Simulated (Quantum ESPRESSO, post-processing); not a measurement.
# Mo: work function by face, part 2 of 2

Which face of Mo holds its electrons most tightly, and does packing explain the order?

Quantum ESPRESSO 7.5; plane-wave DFT, PBE, PseudoDojo norm-conserving pseudopotentials.

So far. Step 11 (Electrostatic potential of (100)): On (100) the work function under LDA lies +0.32 eV from PBE's. Step 12 (Relaxing the ions of (111), PBE): The relaxation lowers the energy by 60 meV an atom. On the free atoms the largest force ends at 0.001 eV/Å.

## (14) Electrostatic potential of (111)

111.pbe.pot.in

```
&inputpp
  prefix = '111.pbe'
  outdir = './out'
  filplot = '111.pbe.pot.dat'
  plot_num = 11
/
```

The run is started by

```sh
$ OMP_NUM_THREADS=1 mpirun -n 4 pp.x -in 111.pbe.pot.in > 111.pbe.pot.out
```

Wall time 1.4 s (4 MPI ranks of Intel Xeon 6975P-C (Granite Rapids), shared host); peak memory 0.12 GiB; 4.8 s of CPU time.

Read from the output:

| Property | Result |
| --- | --- |
| work function of the upper face | 3.863 eV |
| slope of the potential above | 2.95e-4 eV/Å |
| upper vacuum line continued to the top atoms, over the Fermi level | 3.861 eV |
| work function of the lower face | 3.863 eV |
| slope of the potential below | -2.18e-4 eV/Å |
| lower vacuum line continued to the bottom atoms, over the Fermi level | 3.861 eV |

The potential energy, planar mean oscillates, so the rows of the table below give means over windows of 0.87 Å about each position, cut where the curve ends. Its maxima inside the range that stand out by 2 % of the span (Å: eV): 9.41: -17.8, 10.28: -15.6, 11.15: -15.5, 12.12: -15.5, 12.99: -15.6, 13.87: -17.8. Its minima: 8.92: -21.0, 9.79: -19.8, 10.76: -19.1, 11.64: -19.2, 12.51: -19.1, 13.48: -19.8, 14.35: -21.0.

Electrostatic potential energy of an electron; zero at the Fermi level. The potential energy, planar mean by z; means over each step:

z (Å), potential energy, planar mean (eV) and a bar from the least value:
```
     0.43        3.9 ##############################
     1.30        3.9 ##############################
     2.17        3.9 ##############################
     3.04        3.9 ##############################
     3.91        3.9 ##############################
     4.78        3.9 ##############################
     5.65        3.8 ##############################
     6.52        3.3 #############################
     7.39       -0.7 ########################
     8.26      -16.4 ####
     9.13      -19.5 
    10.00      -17.8 ###
    10.87      -17.4 ###
    11.74      -17.4 ###
    12.61      -17.4 ###
    13.48      -18.4 ##
    14.35      -19.9 
    15.22      -12.7 #########
    16.09        1.2 ###########################
    16.96        3.5 ##############################
    17.83        3.8 ##############################
    18.70        3.9 ##############################
    19.57        3.9 ##############################
    20.44        3.9 ##############################
    21.31        3.9 ##############################
    22.18        3.9 ##############################
    23.05        3.9 ##############################
```

## (15) SCF with pw.x of (111), LDA

Level of this step: plane-wave DFT, LDA, PseudoDojo norm-conserving pseudopotentials (Quantum ESPRESSO 7.5).

111.lda.in

```
&control
  prefix = '111.lda'
  outdir = './out'
  pseudo_dir = './pseudo'
  calculation = 'scf'
  tprnfor = .true.
/
&system
  ibrav = 0
  nat = 9
  ntyp = 1
  ecutwfc = 72
  ecutrho = 288
  occupations = 'smearing'
  smearing = 'mv'
  degauss = 0.02
/
&electrons
  conv_thr = 1e-07
  mixing_beta = 0.4
  electron_maxstep = 120
  mixing_mode = 'local-TF'
/
ATOMIC_SPECIES
  Mo  95.9500  Mo.dojo-sr-lda-0.4.1-standard.upf
CELL_PARAMETERS angstrom
  4.45477272147525 0.00000000000000 0.00000000000000
  2.22738636073762 3.85794634488350 0.00000000000000
  0.00000000000000 0.00000000000000 23.27461339178928
ATOMIC_POSITIONS crystal
  Mo  0.333333333300 0.333333333300 0.354553635600
  Mo  0.666666666700 0.666666666700 0.386257173600
  Mo  0.000000000000 0.000000000000 0.421861071700
  Mo  0.333333333300 0.333333333300 0.460930535800
  Mo  0.666666666700 0.666666666700 0.500000000000
  Mo  0.000000000000 0.000000000000 0.539069464200
  Mo  0.333333333300 0.333333333300 0.578138928300
  Mo  0.666666666700 0.666666666700 0.613742826400
  Mo  0.000000000000 0.000000000000 0.645446364400
K_POINTS automatic
  6 6 1 0 0 0
```

The run is started by

```sh
$ OMP_NUM_THREADS=1 mpirun -n 4 pw.x -nk 2 -in 111.lda.in > 111.lda.out
```

It took 2.1 min on 4 MPI ranks; peak memory 1.1 GiB; 8.4 min of CPU time.

This step gave:

| Item | Value |
| --- | --- |
| free energy | -17226.0260 eV |
| Fermi energy | 4.773 eV |

## (16) Potential by pp.x of (111)

111.lda.pot.in

```
&inputpp
  prefix = '111.lda'
  outdir = './out'
  filplot = '111.lda.pot.dat'
  plot_num = 11
/
```

The run is started by

```sh
$ OMP_NUM_THREADS=1 mpirun -n 4 pp.x -in 111.lda.pot.in > 111.lda.pot.out
```

Elapsed: 1.5 s, on 4 MPI ranks; peak memory 0.13 GiB.

This step gave:

| Item | Value |
| --- | --- |
| work function of the upper face | 4.160 eV |
| slope of the potential above | 2.30e-4 eV/Å |
| upper vacuum line continued to the top atoms, over the Fermi level | 4.159 eV |
| work function of the lower face | 4.160 eV |
| slope of the potential below | -1.69e-4 eV/Å |
| lower vacuum line continued to the bottom atoms, over the Fermi level | 4.159 eV |

On (111) the work function under LDA lies +0.30 eV from PBE's.

## (17) The series side by side

All levels:

| level | work function (eV) | CPU time (s) |
| --- | --- | --- |
| (110), PBE | 4.543 | 756 |
| (110), LDA | 4.839 | 736.4 |
| (100), PBE | 3.885 | 413.7 |
| (100), LDA | 4.207 | 398.2 |
| (111), PBE | 3.863 | 542.8 |
| (111), LDA | 4.16 | 506.4 |

## (18) Worked from the printed numbers

For (110) under PBE, on the run's own zero: φ = 13.820 − (9.277) = 4.543 eV.

## (19) Results

```
work function of (110), PBE : 4.54 eV
work function of (110), LDA : 4.84 eV
work function of (100), PBE : 3.89 eV
work function of (100), LDA : 4.21 eV
work function of (111), PBE : 3.86 eV
work function of (111), LDA : 4.16 eV
```

Under PBE the work functions are 4.54 eV on (110), 3.89 eV on (100) and 3.86 eV on (111). In order of packing, from 7.02 to 17.19 Å² an atom, the faces are (110), (100) and (111). The work function falls in the same order, as Smoluchowski's picture of charge smoothing over rough faces expects, though faces within 0.08 eV of each other are not told apart by these slabs. LDA lies +0.30 to +0.32 eV from PBE on the same atoms, nearly a rigid shift. The top two spacings change by -4.0 and +1.4 % on (110), -10.8 and +2.1 % on (100) and -18.9 and -8.9 % on (111). The slabs are thin and unreconstructed, at the tabulated lattice constant; thickness and mesh leave some 0.05 to 0.1 eV open. PBE lies under the measured values on every face, as gradient-corrected functionals often do.

Calculation against experiment:

| quantity | measured | PBE | LDA |
| --- | --- | --- | --- |
| work function of (110) (eV) | 4.95 | 4.54 (-0.41 eV) | 4.84 (-0.11 eV) |
| work function of (100) (reconstructs in reality) (eV) | 4.45 | 3.89 (-0.56 eV) | 4.21 (-0.24 eV) |
| work function of (111) (eV) | 4.52 | 3.86 (-0.66 eV) | 4.16 (-0.36 eV) |

Measured values from arxiv:1902.07811 (2019).

How well it matches: The grades are ours: good and fair within 3 and 7 % for the work function of (110), 3 and 7 % for the work function of (100) and 3 and 7 % for the work function of (111). Other measurements of the same face can differ from the value quoted by 0.1 to 0.2 eV.

[Logs are printed without paths, hosts, clocks, repeated set-up lines and the standing remarks that a program may print on its own settings, such as how far it seeks lower states.]

[Hosts, paths, dates, database ids (printed as entryN), source tags and the programs' standing remarks are cut or masked in the printed files.]

[Maps of the electrostatic potential energy from Ansatz leave out the sawtooth potential of an applied field or a dipole correction, so their vacuum need not be flat; planar profiles and work functions include it.]
